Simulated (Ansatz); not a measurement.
# Rb on Ti(0001): change of the work function, part 3 of 4

Wanted: Δφ(θ) for Rb/Ti(0001), starting from the bridge site.

Ansatz 0.2.0; plane-wave DFT, PBEsol, Ansatz PAW.

So far, work function, upper face (eV): step 2 (the clean slab) 4.43; step 3 (37 atoms, coverage 0.111 ML, cell 3x3) 2.22.

### Step 4. Adsorbate added, k-mesh 6×6×1, coverage 0.25 ML

System of this step: Rb/Ti(0001). The cell holds 17 atoms: 16 Ti and 1 Rb. Cell: a = 5.900 Å, b = 5.900 Å, c = 28.509 Å, α = 90.0°, β = 90.0°, γ = 60.0°. Vacuum lies along c.

Another coverage, to see how the dipoles act on each other as their distance changes.

The input, input.yaml:

```yaml
crystal:
  lattice:
    - [5.9, 0.0, 0.0]
    - [2.95, 5.1095498824, 0.0]
    - [0.0, 0.0, 28.5087642955]
  atoms:
    - { symbol: Ti, position: [0.3333333333, 0.3333333333, 0.3156923922] }
    - { symbol: Ti, position: [0.0, 0.0, 0.3978530911] }
    - { symbol: Ti, position: [0.3333333333, 0.3333333333, 0.4798665249] }
    - { symbol: Ti, position: [0.0, 0.0, 0.5542649956] }
    - { symbol: Ti, position: [0.3333333333, 0.8333333333, 0.3156923922] }
    - { symbol: Ti, position: [0.0, 0.5, 0.3978530911] }
    - { symbol: Ti, position: [0.3333333333, 0.8333333333, 0.4798665249] }
    - { symbol: Ti, position: [0.0, 0.5, 0.5542649956] }
    - { symbol: Ti, position: [0.8333333333, 0.3333333333, 0.3156923922] }
    - { symbol: Ti, position: [0.5, 0.0, 0.3978530911] }
    - { symbol: Ti, position: [0.8333333333, 0.3333333333, 0.4798665249] }
    - { symbol: Ti, position: [0.5, 0.0, 0.5542649956] }
    - { symbol: Ti, position: [0.8333333333, 0.8333333333, 0.3156923922] }
    - { symbol: Ti, position: [0.5, 0.5, 0.3978530911] }
    - { symbol: Ti, position: [0.8333333333, 0.8333333333, 0.4798665249] }
    - { symbol: Ti, position: [0.5, 0.5, 0.5542649956] }
    - { symbol: Rb, position: [0.25, 0.0, 0.6843076078] }
kpoints:
  mp_grid: { grid: [6, 6, 1] }
hamiltonian:
  xc: pbesol
scf:
  occupations: { method: fermi_dirac, width: 0.1 }
  convergence: { dr2_threshold: 1.0e-08 }
efield:
  axis: 3
  dipole_correction: true
  ramp_position: 0.97
  ramp_width: 0.06
relax:
  f_tol: 0.02
  max_steps: 60
  constraints: [{ sites: [0, 1, 4, 5, 8, 9, 12, 13] }]
output:
  bader: true
  dos: { projected: true, e_range: [-8, 4] }
  write_potential: true
  write_density: true
  volumetric_format: npy
  elf: true
```

Launch:

```
$ ansatz run input.yaml --threads 4 --pin off --max-ram 12288MiB --backend cpu --events-out ev --progress --plain --runs-dir out
```

Numbers of over 12 decimals in the logs are rounded to 6 here.

Output:

```text
[...]
Crystal: 17 atoms, lattice volume = 859.435 Å³
Basis set: ecut = 420 eV, 16715 PW (Γ), exchange–correlation on 80×80×384 points (8 copies of the dense FFT grid, shifted against one another)
Bands: 121, of which v1, the nominal top of the filled ones, is band 101 counted from 1 (100 counted from 0)
Symmetry: 2 space group operations
[...]
k-points: 13 of 36 (time reversal used)
[...]
SCF iter   1: F=—  HF=-42792.275856 eV  |F-HF|=—  |Δ(HF+E_count)|=         —  Δρ=7.59e-3  dr2=5.43e0  ethr=1.77e-3  p=0.412 e·Å  D=8.67e-2 V/Å  ΔV_dip=-2.47 eV  dr2_dipole=1.75e0  V_vac-E_F(+/−)=1.72/4.19 eV  ⟨swp⟩=10.5  Hψ=7677  notcnv=0
[...]
SCF iter  11: F=-42792.196076 eV  HF=-42792.196076 eV  |F-HF|=1.47e-9  |Δ(HF+E_count)|=   1.48e-8  Δρ=5.93e-7  dr2=5.00e-9  ethr=1.00e-12  p=0.452 e·Å  D=9.51e-2 V/Å  ΔV_dip=-2.71 eV  dr2_dipole=5.99e-10  V_vac-E_F(+/−)=1.78/4.49 eV  ⟨swp⟩=33.8  Hψ=23382  notcnv=4
SCF 1 converged in 11 iterations: F = -42792.196076 eV  dr2 = 5.00e-9
[...]
relax step   1: F+E_penalty+E_count = -42792.19607607 eV  Δ(F+E_penalty+E_count) = +0.000e0 eV  max|allowed force component| = 4.462e-1 eV/Å  Δτ_max = 0.0000 Å  (11 SCF iters, accepted)
[...]
SCF iter   9: F=-42792.242698 eV  HF=-42792.242698 eV  |F-HF|=1.67e-10  |Δ(HF+E_count)|=   9.26e-9  Δρ=7.35e-7  dr2=9.38e-9  ethr=4.98e-12  p=0.463 e·Å  D=9.74e-2 V/Å  ΔV_dip=-2.78 eV  dr2_dipole=3.00e-9  V_vac-E_F(+/−)=1.71/4.49 eV  ⟨swp⟩=11.5  Hψ=14552  notcnv=0
SCF 2 converged in 9 iterations: F = -42792.242698 eV  dr2 = 9.38e-9
relax step   2: F+E_penalty+E_count = -42792.24269789 eV  Δ(F+E_penalty+E_count) = -4.662e-2 eV  max|allowed force component| = 4.153e-1 eV/Å  Δτ_max = 0.0615 Å  (9 SCF iters, accepted)
[...]
SCF iter   1: F=—  HF=-42792.331933 eV  |F-HF|=—  |Δ(HF+E_count)|=         —  Δρ=3.35e-3  dr2=1.32e0  ethr=5.94e-4  p=0.463 e·Å  D=9.74e-2 V/Å  ΔV_dip=-2.78 eV  dr2_dipole=3.03e-1  V_vac-E_F(+/−)=1.72/4.50 eV  ⟨swp⟩=1.0  Hψ=4753  notcnv=0
[...]
eigensolver tolerance schedule calibrated: the retry pair's looser diagonalisation under-reported the residual by θ = 0.09 (0.13/decade); ethr = c·dr2/N_el runs at the constant in force after the calibration composes with the one it found (an armed cap, an earlier calibration), c = 6.0e-2
[...]
SCF iter   2: F=—  HF=-42792.310754 eV  |F-HF|=—  |Δ(HF+E_count)|=   2.12e-2  Δρ=9.34e-4  dr2=3.25e-2  ethr=3.93e-4  p=0.479 e·Å  D=1.01e-1 V/Å  ΔV_dip=-2.88 eV  dr2_dipole=6.98e-4  V_vac-E_F(+/−)=1.62/4.49 eV  ⟨swp⟩=1.8  Hψ=1628  notcnv=0
[...]
SCF iter   9: F=-42792.310173 eV  HF=-42792.310173 eV  |F-HF|=1.24e-10  |Δ(HF+E_count)|=   8.39e-9  Δρ=2.73e-7  dr2=1.21e-9  ethr=2.98e-12  p=0.480 e·Å  D=1.01e-1 V/Å  ΔV_dip=-2.88 eV  dr2_dipole=1.23e-11  V_vac-E_F(+/−)=1.61/4.49 eV  ⟨swp⟩=10.1  Hψ=9312  notcnv=0
SCF 3 converged in 9 iterations: F = -42792.310173 eV  dr2 = 1.21e-9
relax step   3: F+E_penalty+E_count = -42792.31017295 eV  Δ(F+E_penalty+E_count) = -6.748e-2 eV  max|allowed force component| = 2.080e-1 eV/Å  Δτ_max = 0.1962 Å  (9 SCF iters, accepted)
[...]
relax step   4: F+E_penalty+E_count = -42792.32814690 eV  Δ(F+E_penalty+E_count) = -1.797e-2 eV  max|allowed force component| = 5.530e-2 eV/Å  Δτ_max = 0.1946 Å  (9 SCF iters, accepted)
[...]
relax step   5: F+E_penalty+E_count = -42792.32928686 eV  Δ(F+E_penalty+E_count) = -1.140e-3 eV  max|allowed force component| = 9.729e-3 eV/Å  Δτ_max = 0.0322 Å  (8 SCF iters, accepted)
[...]
relax step   6: F+E_penalty+E_count = -42792.32942686 eV  Δ(F+E_penalty+E_count) = -1.400e-4 eV  max|allowed force component| = 9.851e-3 eV/Å  Δτ_max = 0.0114 Å  (6 SCF iters, accepted)
[...]
relax step   7: F+E_penalty+E_count = -42792.33022275 eV  Δ(F+E_penalty+E_count) = -7.959e-4 eV  max|allowed force component| = 1.619e-2 eV/Å  Δτ_max = 0.1015 Å  (8 SCF iters, accepted)
[...]
relax step   8: F+E_penalty+E_count = -42792.33118534 eV  Δ(F+E_penalty+E_count) = -9.626e-4 eV  max|allowed force component| = 2.668e-2 eV/Å  Δτ_max = 0.1859 Å  (9 SCF iters, accepted)
[...]
relax step   9: F+E_penalty+E_count = -42792.33199770 eV  Δ(F+E_penalty+E_count) = -8.124e-4 eV  max|allowed force component| = 2.173e-2 eV/Å  Δτ_max = 0.1883 Å  (8 SCF iters, accepted)
SCF iter   1: F=—  HF=-42792.332106 eV  |F-HF|=—  |Δ(HF+E_count)|=         —  Δρ=6.93e-4  dr2=2.44e-2  ethr=2.86e-5  p=0.482 e·Å  D=1.01e-1 V/Å  ΔV_dip=-2.89 eV  dr2_dipole=4.85e-3  V_vac-E_F(+/−)=1.60/4.49 eV  ⟨swp⟩=4.9  Hψ=3369  notcnv=0
[...]
SCF iter   7: F=-42792.332554 eV  HF=-42792.332554 eV  |F-HF|=7.13e-10  |Δ(HF+E_count)|=   2.90e-8  Δρ=8.13e-7  dr2=9.29e-9  ethr=4.98e-12  p=0.482 e·Å  D=1.02e-1 V/Å  ΔV_dip=-2.89 eV  dr2_dipole=6.14e-11  V_vac-E_F(+/−)=1.60/4.49 eV  ⟨swp⟩=10.4  Hψ=14003  notcnv=0
SCF 10 converged in 7 iterations: F = -42792.332554 eV  dr2 = 9.29e-9
relax step  10: F+E_penalty+E_count = -42792.33255356 eV  Δ(F+E_penalty+E_count) = -5.559e-4 eV  max|allowed force component| = 6.688e-3 eV/Å  Δτ_max = 0.1341 Å  (7 SCF iters, accepted)
[...]
SCF converged after 7 iterations
Free energy (F): -42792.332554 eV
[...]
Internal energy: -42791.347664 eV  (E = F + TS)
E sigma→0 (E₀):  -42791.840109 eV
Entropy (-TS):   -0.984890 eV (-57.935 meV/atom)
Fermi energy:    2.774535 eV
Dipole field:    D = 0.101542 V/Å  (p = 0.482278 e·Å, saw-weighted, corrected)
Work function:   Φ+ = 1.5966 eV   Φ− = 4.4915 eV
[...]
--- Forces (eV/Å), atoms counted from 1 ---
  atom   1  Ti     0.00689482    -0.00743907     0.76145400
  atom   2  Ti    -0.03025432     0.02177141    -0.77715814
  atom   3  Ti    -0.00386421     0.00161023    -0.00461947
  atom   4  Ti    -0.00028454     0.00058970    -0.00023579
  atom   5  Ti     0.00000000     0.00294266     0.74696246
  atom   6  Ti     0.00000000    -0.00937121    -0.70240088
  atom   7  Ti     0.00000000    -0.00152456     0.00031039
  atom   8  Ti     0.00000000     0.00083275    -0.00668809
  atom   9  Ti    -0.00689482    -0.00743907     0.76145400
  atom  10  Ti     0.03025432     0.02177141    -0.77715814
  atom  11  Ti     0.00386421     0.00161023    -0.00461947
  atom  12  Ti     0.00028454     0.00058970    -0.00023579
  atom  13  Ti     0.00000000     0.01151125     0.75984919
  atom  14  Ti     0.00000000    -0.03421780    -0.76582720
  atom  15  Ti     0.00000000     0.00149260     0.00053474
  atom  16  Ti     0.00000000    -0.00371860     0.00458046
  atom  17  Rb     0.00000000    -0.00102066     0.00377782
  max |Σ_I F_I| component: 1.99e-5 eV/Å
--- Band table (eV; the first three rows and the last of 13) ---
  k-point 0: bands = [... 97 lower, 2.8792, 3.1247, 3.2197, 3.2247, 3.2282, 3.2356, 3.3955, 3.3971, ... 16 higher]
  k-point 1: bands = [... 97 lower, 2.8513, 2.9485, 3.0663, 3.0675, 3.0795, 3.1262, 3.2617, 3.2952, ... 16 higher]
  k-point 2: bands = [... 97 lower, 2.6544, 2.6669, 2.7814, 2.7893, 2.8382, 2.8472, 3.0138, 3.0258, ... 16 higher]
  k-point 12: bands = [... 97 lower, 2.4459, 2.4633, 2.5978, 2.6214, 2.6504, 2.7188, 2.7804, 2.9127, ... 16 higher]
--- Relaxed structure (10 steps of the walk, 10 accepted, 0 SCFs on fresh bases) ---
  F+E_penalty+E_count = -42792.33255356 eV   max|allowed force component| = 6.688e-3 eV/Å
  atoms:
    - { symbol: Ti, position: [0.33333333335, 0.333333, 0.315692] }
    - { symbol: Ti, position: [0.0, 0.0, 0.397853] }
    - { symbol: Ti, position: [0.330907, 0.335150, 0.480112] }
    - { symbol: Ti, position: [0.0030775, -0.00195609, 0.554054] }
    - { symbol: Ti, position: [0.333333, 0.833333, 0.315692] }
    - { symbol: Ti, position: [0.0, 0.5, 0.397853] }
    - { symbol: Ti, position: [0.333592, 0.832815, 0.478511] }
    - { symbol: Ti, position: [9.108064352880696e-5, 0.499818, 0.557383] }
    - { symbol: Ti, position: [0.83333333335, 0.333333, 0.315692] }
    - { symbol: Ti, position: [0.5, 0.0, 0.397853] }
    - { symbol: Ti, position: [0.833943, 0.335150, 0.480112] }
    - { symbol: Ti, position: [0.498879, -0.00195609, 0.554054] }
    - { symbol: Ti, position: [0.83333333335, 0.833333, 0.315692] }
    - { symbol: Ti, position: [0.500000, 0.5, 0.397853] }
    - { symbol: Ti, position: [0.835185, 0.829630, 0.479807] }
    - { symbol: Ti, position: [0.497912, 0.504176, 0.554822] }
    - { symbol: Rb, position: [0.313064, -0.126128, 0.669429] }
--- Bader charges: 17 sites ---
  site symbol  charge [e]  shift [e]
     0     Ti     -0.0581     0.0000
     1     Ti      0.0557     0.0000
     2     Ti      0.1227     0.0000
     3     Ti     -0.2540     0.0000
     4     Ti     -0.0588     0.0000
     5     Ti      0.0426     0.0000
     6     Ti      0.0700     0.0000
     7     Ti     -0.2033     0.0000
     8     Ti     -0.0581     0.0000
     9     Ti      0.0556     0.0000
    10     Ti      0.1226     0.0000
    11     Ti     -0.2541     0.0000
    12     Ti     -0.0583     0.0000
    13     Ti      0.0543     0.0000
    14     Ti      0.1072     0.0000
    15     Ti     -0.2443     0.0000
    16     Rb      0.5582     0.0000
  estimated error of the sums over rays = 4.8e-4 e
```

Elapsed: 8.3 min, on 4 threads of Arm Neoverse V1, shared host; peak memory 2.9 GiB; 32 min of CPU time.

Step by step:

| step | energy less that of the first step (eV) | largest force component (eV/Å) |
| --- | --- | --- |
| 1 | 0.0000 | 0.4462 |
| 2 | -0.0466 | 0.4153 |
| 3 | -0.1141 | 0.2080 |
| 4 | -0.1321 | 0.0553 |
| 5 | -0.1332 | 0.0097 |
| 6 | -0.1334 | 0.0099 |
| 7 | -0.1341 | 0.0162 |
| 8 | -0.1351 | 0.0267 |
| 9 | -0.1359 | 0.0217 |
| 10 | -0.1365 | 0.0067 |

The run keeps the 2 symmetry operations that it works with, so distortions that break them were not tested.

The atoms that moved most (Å):

| atom | dx | dy | dz | length |
| --- | --- | --- | --- | --- |
| Rb17 | 0.000 | -0.644 | -0.424 | 0.772 |
| Ti8 | 0.000 | -0.001 | 0.089 | 0.089 |
| Ti7 | 0.000 | -0.003 | -0.039 | 0.039 |
| Ti16 | 0.000 | 0.021 | 0.016 | 0.027 |
| Ti15 | 0.000 | -0.019 | -0.002 | 0.019 |
| Ti4 | 0.012 | -0.010 | -0.006 | 0.017 |
| Ti12 | -0.012 | -0.010 | -0.006 | 0.017 |
| Ti3 | -0.009 | 0.009 | 0.007 | 0.015 |

Numbers from this step:

| Quantity | Value |
| --- | --- |
| energy at zero smearing | -42791.8401 eV |
| work function, upper face | 1.597 eV |
| work function, lower face | 4.491 eV |
| dipole along the normal | 0.4823 e·Å |
| step between the vacuum levels | -2.895 eV |

Running mean over 2.342 Å of the planar mean; the ramp of the sawtooth is left out. Electron's electrostatic potential energy less the Fermi level against z:

| z (Å) | electron's electrostatic potential energy less the Fermi level (eV) |
| --- | --- |
| 4 | 4.49 |
| 5 | 4.47 |
| 6 | 4.31 |
| 7 | 2.98 |
| 8 | -3.07 |
| 9 | -6.67 |
| 10 | -6.51 |
| 11 | -6.49 |
| 12 | -6.62 |
| 13 | -6.61 |
| 14 | -7.02 |
| 15 | -7.67 |
| 16 | -6.54 |
| 17 | -2.13 |
| 18 | 0.229 |
| 19 | -1.51 |
| 20 | -1.13 |
| 21 | 1.12 |
| 22 | 1.49 |
| 23 | 1.57 |
| 24 | 1.59 |
| 25 | 1.60 |

The density of states has structure finer than the step of the table below, so its rows give means over 0.25 eV, whole bins alone (the curve runs from -8 to 0.75 eV). Peaks (eV: height): -2.440: 43.3, -0.870: 51.5, -0.720: 48.0, -0.630: 45.6, 0.000: 47.6, 0.420: 44.2, 0.510: 39.8.

The density of states by energy, zero at the Fermi level; means over each step:

| energy (eV) | density of states (states/eV a cell) |
| --- | --- |
| -6.00 | 0 |
| -5.75 | 0.380 |
| -5.50 | 1.11 |
| -5.25 | 1.18 |
| -5.00 | 1.15 |
| -4.75 | 1.81 |
| -4.50 | 2.97 |
| -4.25 | 2.32 |
| -4.00 | 2.49 |
| -3.75 | 3.76 |
| -3.50 | 3.96 |
| -3.25 | 3.22 |
| -3.00 | 7.61 |
| -2.75 | 7.87 |
| -2.50 | 13.4 |
| -2.25 | 13.7 |
| -2.00 | 19.5 |
| -1.75 | 20.6 |
| -1.50 | 14.5 |
| -1.25 | 17.5 |
| -1.00 | 23.2 |
| -0.75 | 36.2 |
| -0.50 | 11.7 |
| -0.25 | 25.1 |
| 0.00 | 31.4 |
| 0.25 | 30.0 |
| 0.50 | 34.6 |

Projected DOS per atom over height of the atomic layer and energy from the Fermi level. Layers: Ti4 Ti4 Ti4 Ti4 Rb from below.

Ten even steps from '0' (0.00 states/eV) to '9' (2.84 states/eV), each cell a mean:
```
75582
95461
74361
46352
53562
33430
34530
23430
12210
11110
00000
00000
00000
00000
00000
00000
00000
00000
00000
00000
00000
00000
```
Columns: height of the atomic layer (Å) from 9 to 19.1 (not evenly spaced); rows upwards: energy from the Fermi level (eV) from -7.96 to 0.745.

Electrostatic potential energy in the cb plane at fractional x = 0.313, with atoms of Ti and Rb within 0.2 Å of it. With pseudopotentials it is smooth inside the atoms' cores, unlike the true potential.

Ten even steps from '0' (-35 eV) to '9' (6 eV), each cell a mean:
```
37898889974224789889999861000589999999999999
04899999861001589999999850000489999999999999
04899999851001589999999850000489999999999999
15899999873002689999999973103789999999999999
58998888986446898888999987667899999999999999
89987678998888998667899999888999999999999999
99987668999889997667899999999999999999999999
78988778998767898778999999999999999999999999
37898889985213789889999999999999999999999999
04899999862001589999999999999999999999999999
04899999861000489999999999999999999999999999
15899999973002689999999999999999999999999999
58998888987446888888999999999999999999999999
89987678998888998778999999999999999999999999
99987668999889997667899998878899999999999999
78988778998778898778999986335789999999999999
```
Columns run along c (16.0 Å, from fractional 0.33 to 0.89 of the cell; values clipped at the 3rd and 97th percentile), rows up along b (5.9 Å). Atoms in or near the plane, at fractional coordinates: Ti at (0.48, 0.34), Ti at (0.48, 0.83), Rb at (0.67, 0.87).

ELF in the cb plane at fractional x = 0.313, with atoms of Ti and Rb within 0.2 Å of it. It is the smooth field of the valence electrons, not physical close to the nuclei.

Ten even steps from '0' (0.00) to '9' (0.87), each cell a mean:
```
41354334313663234323441279879962000111000000
63367666326546347655651389328973000111000000
63378777326336347766651289549973000111000000
52365555325665246544552169999852000110000000
22332123322332233212342126898630000010000000
24421111342113431111243102343200000000000000
35421211354224531221234310000000000000000000
12431112331111232111245421000000000000000000
41354334413664134322345442110000000000000000
63367666426546337755555543221111000000000000
63378777426326437765555543211100000000000000
52366555424665236544455431000000000000000000
22332123421332233212345310000000000000000000
24421111343123431111244200121000000000000000
35421211354224531221243114676410000000000000
12431112331112332111342148999741000110000000
```
Columns run along c (16.0 Å, from fractional 0.33 to 0.89 of the cell), rows up along b (5.9 Å). Atoms in or near the plane, at fractional coordinates: Ti at (0.48, 0.34), Ti at (0.48, 0.83), Rb at (0.67, 0.87).

Valence density in the cb plane at fractional x = 0.313, with atoms of Ti and Rb within 0.2 Å of it. It is the smooth field of the valence electrons, not physical close to the nuclei.

Ten steps, logarithmic in the rise over the least value, from '0' (0.0 e/Å³) to '9' (9.0 e/Å³), each cell a mean:
```
53222222225775322222111246666420000000000000
85222222247997422222111246666520000000000000
85222222247998432222111246666520000000000000
74222222236886322222111135665310000000000000
42222222223554222222111113443200000000000000
22222332222222222332211001111000000000000000
22223332222222223333210000000000000000000000
22222332222333222332110000000000000000000000
53222222224775322222110000000000000000000000
85222222237998522222110000000000000000000000
85222222247998532222110000000000000000000000
74222222236887422222110000000000000000000000
42222222223554222222110000000000000000000000
22222332222222222332111000000000000000000000
22223332222222223332211012222100000000000000
22222332222332222332111124554210000000000000
```
Columns run along c (16.0 Å, from fractional 0.33 to 0.89 of the cell), rows up along b (5.9 Å). Atoms in or near the plane, at fractional coordinates: Ti at (0.48, 0.34), Ti at (0.48, 0.83), Rb at (0.67, 0.87).

The relaxation took 10 steps and lowered the energy by 0.14 eV; the largest force on the free atoms ends at 0.0067 eV/Å.

By hand: a sheet of dipoles makes a step −p/(ε₀A) in the electron's potential. With e/ε₀ = 180.95 V·Å, p = 0.4823 e·Å and A = 30.15 Å², that is −180.95 × (0.4823) / 30.15 = -2.895 eV, and the two vacuum levels of the run differ by -2.895 eV.

The covered face has 1.60 eV, -2.83 eV against the clean one; the bare back face has moved by -0.01 eV, a measure of how thin the slab is.

### Step 5. Work function against coverage

This step: plane-wave DFT, PBEsol, Ansatz PAW; work function against coverage (Ansatz 0.2.0).

The runs are now put side by side.

This step gave:

* work function of the clean face: 4.430 eV
* largest change of the work function: -2.833 eV

Table of work function of the covered face by coverage:

| coverage (adsorbates/nm²) | work function of the covered face (eV) |
| --- | --- |
| 0.00 | 4.43 |
| 1.47 | 2.22 |
| 3.32 | 1.60 |

The dipole per adsorbate comes from the change of the cell's dipole. Coverage, by row:

| coverage (1/nm²) | coverage (ML) | work function (eV) | change (eV) | dipole per adsorbate, positive end outwards (debye) | mean height of the added atoms over the highest substrate atom (Å) |
| --- | --- | --- | --- | --- | --- |
| 1.474 | 0.1111 | 2.221 | -2.209 | 3.976 | 3.223 |
| 3.317 | 0.25 | 1.597 | -2.833 | 2.26 | 3.194 |

(Continued in part 4 of 4.)

[Logs are printed without paths, hosts, clocks, repeated set-up lines and the standing remarks that a program may print on its own settings, such as how far it seeks lower states.]

[Hosts, paths, dates, database ids (printed as entryN), source tags and the programs' standing remarks are cut or masked in the printed files.]

[Maps of the electrostatic potential energy from Ansatz leave out the sawtooth potential of an applied field or a dipole correction, so their vacuum need not be flat; planar profiles and work functions include it.]

[The density of states shown here was stored with 400 of the rows of the run's finer table, so its peaks can read low, often by over a quarter, or be missed, and its means over a window can be off by a tenth or more.]
